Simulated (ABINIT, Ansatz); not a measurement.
**KCaCl3 (Pm-3m): zone-centre phonons**

Aim: the zone-centre modes of KCaCl3 (Pm-3m).

Program: ABINIT 10.8.3. Level of theory: DFT LDA, scalar-relativistic, plane waves, PseudoDojo norm-conserving pseudopotentials. Results are calculated unless marked as measured.

This is a report of a sequence of runs, with most program output left out.

The structure was built from a prototype and need not be the compound's stable phase.

## (1) The structure

Symmetry: Pm-3m, No. 221, cubic system. Conventional cell: a = 5.202 Å, b = 5.202 Å, c = 5.202 Å, α = 90.00°, β = 90.00°, γ = 90.00°. Nearest to K lie 12 Cl at 3.68 Å. Nearest to Ca lie 6 Cl at 2.60 Å. Cl has 2 Ca at 2.60 Å and 4 K at 3.68 Å nearest. Farther neighbours and most contacts between anions are not listed.

## (2) Relaxation

The harmonic expansion needs vanishing forces, and a free crystal bears no stress, so cell and atoms are brought to rest. Stress is more sensitive to the basis than forces are: the last 3 Ha under the cutoff are smoothed with ecutsm, and the cutoff is raised above that of the later runs.

The starting cell comes from a relaxation made beforehand in Ansatz (LDA, PseudoDojo NC).

The input, relax.abi:

```
# relaxation
ionmov 2
optcell 2
dilatmx 1.08
ntime 40
tolmxf 1.0d-05
tolvrs 1.0d-14
prtwf 0
prtden 0
chksymtnons 0

# basis, mesh and filling
ecut 40.0
ecutsm 3.0
ngkpt 4 4 4
nshiftk 1
shiftk 0.0 0.0 0.0
istwfk *1
occopt 1
nband 20
nstep 100
diemac 9.0
prtebands 0
prtgsr 0
useylm 1

# cell and atoms
acell 3*1.0 Angstrom
rprim 
    5.202038527 0.0 0.0
    0.0 5.202038527 0.0
    0.0 0.0 5.202038527
ntypat 3
znucl 19 20 17
natom 5
typat 1 2 3 3 3
xred 
    0.0 0.0 0.0
    0.5 0.5 0.5
    0.5 0.5 0.0
    0.5 0.0 0.5
    0.0 0.5 0.5
pp_dirpath "./pseudo"
pseudos "K.upf, Ca.upf, Cl.upf"
```

On the command line:

```sh
$ OMP_NUM_THREADS=1 mpirun -n 4 abinit relax.abi > relax.log
```

Run time: 21 s. Hardware: 4 MPI ranks of AMD EPYC 9R45, shared host.

Little changed from the start: no atom moved by 0.005 Å and no cell edge by 0.1 %.

Numbers from this step:

```yaml
volume_per_atom: 28.15 Å³
pressure: -0.001476 GPa
```

## (3) Self-consistent run for the response

The response is built on these wavefunctions, so the potential is converged far more tightly than an energy would need. The mesh is shifted off Γ, since shifted meshes converge sums over the zone faster.

The input, gs.abi:

```
# ground state
tolvrs 1.0d-16
prtden 1
prtwf 1

# basis, mesh and filling
ecut 32.0
ngkpt 4 4 4
nshiftk 1
shiftk 0.5 0.5 0.5
istwfk *1
occopt 1
nband 20
nstep 100
diemac 9.0
prtebands 0
prtgsr 0
useylm 1

# cell and atoms
acell 3*1.0 Angstrom
rprim 
    5.202038531 0.0 0.0
    0.0 5.202038531 0.0
    0.0 0.0 5.202038531
ntypat 3
znucl 19 20 17
natom 5
typat 1 2 3 3 3
xred 
    0.0 0.0 0.0
    0.5 0.5 0.5
    0.5 0.5 0.0
    0.5 0.0 0.5
    0.0 0.5 0.5
pp_dirpath "./pseudo"
pseudos "K.upf, Ca.upf, Cl.upf"
```

On the command line:

```sh
$ OMP_NUM_THREADS=1 mpirun -n 4 abinit gs.abi > gs.log
```

The job ended after 7.1 s (4 MPI ranks; 27 s of CPU time).

This step gave:

| Item | Value |
| --- | --- |
| pressure | -0.05301 GPa |

The cell stands at -0.053 GPa, close enough for phonons.

## (4) The gap at rest

Empty bands on the ground state's density check that the gap assumed so far is there in this cell.

The input, gap.abi:

```
# empty bands on the ground state's density
iscf -2
getden_filepath "gso_DEN"
tolwfr 1.0d-12
nbdbuf 2
prtwf 0

# basis, mesh and filling
ecut 32.0
ngkpt 4 4 4
nshiftk 1
shiftk 0.0 0.0 0.0
istwfk *1
occopt 1
nband 24
nstep 100
diemac 9.0
prtebands 0
prtgsr 0
useylm 1

# cell and atoms
acell 3*1.0 Angstrom
rprim 
    5.202038531 0.0 0.0
    0.0 5.202038531 0.0
    0.0 0.0 5.202038531
ntypat 3
znucl 19 20 17
natom 5
typat 1 2 3 3 3
xred 
    0.0 0.0 0.0
    0.5 0.5 0.5
    0.5 0.5 0.0
    0.5 0.0 0.5
    0.0 0.5 0.5
pp_dirpath "./pseudo"
pseudos "K.upf, Ca.upf, Cl.upf"
```

On the command line:

```sh
$ OMP_NUM_THREADS=1 mpirun -n 4 abinit gap.abi > gap.log
```

It took 20 s on 4 MPI ranks; 78 s of CPU time.

Read from the output:

```
gap on the k-mesh : 4.575 eV
```

In this cell the gap on the mesh is 4.6 eV, indirect (smallest direct 4.9 eV), so fixed occupations hold.

## (5) Zone-centre response

The derivative of the wavefunctions by k comes first, since the response to a field is built on it; then the field and the displacements that symmetry doesn't supply are solved at q = 0.

It reads the wavefunctions written in step 3.

The input, dfpt_gamma.abi:

```
ndtset 2

# common to the responses
getwfk_filepath "gso_WFK"
kptopt 2
nqpt 1
qpt 0.0 0.0 0.0
asr 0
chneut 0

# d/dk
rfelfd1 2
rfdir1 1 1 1
iscf1 -3
tolwfr1 1.0d-20

# displacements, field
rfphon2 1
rfatpol2 1 5
rfdir2 1 1 1
rfelfd2 3
getddk2 1
tolvrs2 1.0d-10
prtwf2 0

# basis, mesh and filling
ecut 32.0
ngkpt 4 4 4
nshiftk 1
shiftk 0.5 0.5 0.5
istwfk *1
occopt 1
nband 20
nstep 100
diemac 9.0
prtebands 0
prtgsr 0
useylm 1

# cell and atoms
acell 3*1.0 Angstrom
rprim 
    5.202038531 0.0 0.0
    0.0 5.202038531 0.0
    0.0 0.0 5.202038531
ntypat 3
znucl 19 20 17
natom 5
typat 1 2 3 3 3
xred 
    0.0 0.0 0.0
    0.5 0.5 0.5
    0.5 0.5 0.0
    0.5 0.0 0.5
    0.0 0.5 0.5
pp_dirpath "./pseudo"
pseudos "K.upf, Ca.upf, Cl.upf"
```

On the command line:

```sh
$ OMP_NUM_THREADS=1 mpirun -n 4 abinit dfpt_gamma.abi > dfpt_gamma.log
```

The job ended after 2.7 min (4 MPI ranks).

Numbers from this step:

* miss of the charge sum rule: 0.008906 e
* largest acoustic frequency at the zone centre before the sum rule: 1.07 cm⁻¹
* highest optical zone-centre mode (no LO-TO term): 318.4 cm⁻¹
* lowest optical zone-centre mode: -56.56 cm⁻¹
* mean high-frequency dielectric constant: 2.762
* largest Born charge in size (third of the trace): 2.407 e

Born charge (rows field, columns displacement), before the sum rule (e), principal values of the symmetric part by kind of site:

| atom | atoms with these values | low | middle | high | mean |
| --- | --- | --- | --- | --- | --- |
| K1 | 1 | 1.28 | 1.28 | 1.28 | 1.28 |
| Ca2 | 1 | 2.41 | 2.41 | 2.41 | 2.41 |
| Cl3 | 3 | -1.95 | -0.86 | -0.86 | -1.23 |

In full for Cl3:

```
-0.86  0.00  0.00
 0.00 -0.86  0.00
 0.00  0.00 -1.95
```

High-frequency dielectric tensor:

```
2.76 0.00 0.00
0.00 2.76 0.00
0.00 0.00 2.76
```

The acoustic modes at Γ come out as far as 1.1 cm⁻¹ from zero, where they should vanish, a small numerical error; the Born charges miss their sum rule by 0.0089 e, which is good. The lowest optical mode is imaginary, 57i cm⁻¹, an instability at this level and on this k mesh.

## (6) Zone-centre analysis

anaddb reads the merged derivatives, imposes the acoustic sum rule and charge neutrality, and adds the LO-TO term along chosen directions.

The input, anaddb.abi:

```
ddb_filepath "gamma_DDB"
output_file "anaddb.abo"
outdata_prefix "anaddb"
asr 1
chneut 1
enunit 2
eivec 1
nph1l 1
qph1l 0.0 0.0 0.0 1.0
dieflag 2
nph2l 3
qph2l 
    1.0 0.0 0.0 0.0
    0.0 0.0 1.0 0.0
    1.0 1.0 1.0 0.0
```

The input, mrgddb.in:

```
gamma_DDB
merged
2
dfpt_gammao_DS2_DDB
gso_DDB
```

On the command line:

```sh
$ mrgddb < mrgddb.in > mrgddb.log
$ OMP_NUM_THREADS=1 anaddb anaddb.abi > anaddb.log
```

Wall time 0.6 s (1 thread).

This step gave:

```
lowest optical zone-centre mode      : -56.57 cm⁻¹
highest mode moved by the LO-TO term : 365.4 cm⁻¹
```

No LO-TO term; unit eigenvectors of the mass-weighted matrix, from anaddb's displacements. Modes at Γ, with each element's share of the kinetic energy (negative means imaginary):

| mode | frequency (cm⁻¹) | symmetry | K % | Ca % | Cl % |
| --- | --- | --- | --- | --- | --- |
| 1 | -56.6 | T1u | 71 | 0 | 29 |
| 2 | -56.6 | T1u | 71 | 0 | 29 |
| 3 | -56.6 | T1u | 71 | 0 | 29 |
| 4 | 0.0 | acoustic | 21 | 22 | 57 |
| 5 | 0.0 | acoustic | 21 | 22 | 57 |
| 6 | 0.0 | acoustic | 21 | 22 | 57 |
| 7 | 12.1 | T2u | 0 | 0 | 100 |
| 8 | 12.1 | T2u | 0 | 0 | 100 |
| 9 | 12.1 | T2u | 0 | 0 | 100 |
| 10 | 98.9 | T1u | 8 | 39 | 53 |
| 11 | 98.9 | T1u | 8 | 39 | 53 |
| 12 | 98.9 | T1u | 8 | 39 | 53 |
| 13 | 318.4 | T1u | 0 | 39 | 61 |
| 14 | 318.4 | T1u | 0 | 39 | 61 |
| 15 | 318.4 | T1u | 0 | 39 | 61 |

Displacements in mode 1 (-56.6 cm⁻¹), the largest set to 1:
```
K1   0.00  0.00  1.00
Ca2  0.00  0.00 -0.05
Cl3  0.00  0.00 -0.10
Cl4  0.00  0.00 -0.47
Cl5  0.00  0.00 -0.47
```

Displacements in mode 7 (12.1 cm⁻¹), the largest set to 1:
```
K1   0.00  0.00  0.00
Ca2  0.00  0.00  0.00
Cl3  0.00  0.00  0.00
Cl4  0.00  0.00 -1.00
Cl5  0.00  0.00  1.00
```

With imaginary modes the relaxed-ion tensors have no meaning and are not tabulated.

The rule moves no optical mode by more than 0.1 cm⁻¹.

## (7) What came out

```yaml
space_group_after_relaxation: Pm-3m
volume_per_atom: 28.2 Å³
highest_optical_zone_centre_mode_no_lo_to_term: 318.4 cm⁻¹
lowest_optical_zone_centre_mode: -56.6 cm⁻¹
highest_mode_moved_by_the_lo_to_term: 365.4 cm⁻¹
mean_high_frequency_dielectric_constant: 2.76
largest_born_charge_in_size_third_of_the_trace: 2.41 e
imaginary_optical_modes_at_the_zone_centre_no_q_mesh_in_this_session: yes
```

What this shows: At the LDA level the optical modes of KCaCl3 (Pm-3m) at the zone centre (no LO-TO term) run from 57i to 318 cm⁻¹, so the structure is a saddle point, with 3 modes beyond 10i cm⁻¹ there. Along the directions run, the highest mode that the macroscopic field moves lies at 365 cm⁻¹. These are harmonic frequencies at zero temperature: anharmonic shifts and linewidths and thermal expansion are left out. The structure is a hypothetical one, built on a prototype.

[Host names and launcher messages were left out of these logs when they were recorded.]

[Logs are printed without paths, hosts, clocks, repeated set-up lines and the standing remarks that a program may print on its own settings, such as how far it seeks lower states.]

[Hosts, paths, dates, database ids (printed as entryN), source tags and the programs' standing remarks are cut or masked in the printed files.]
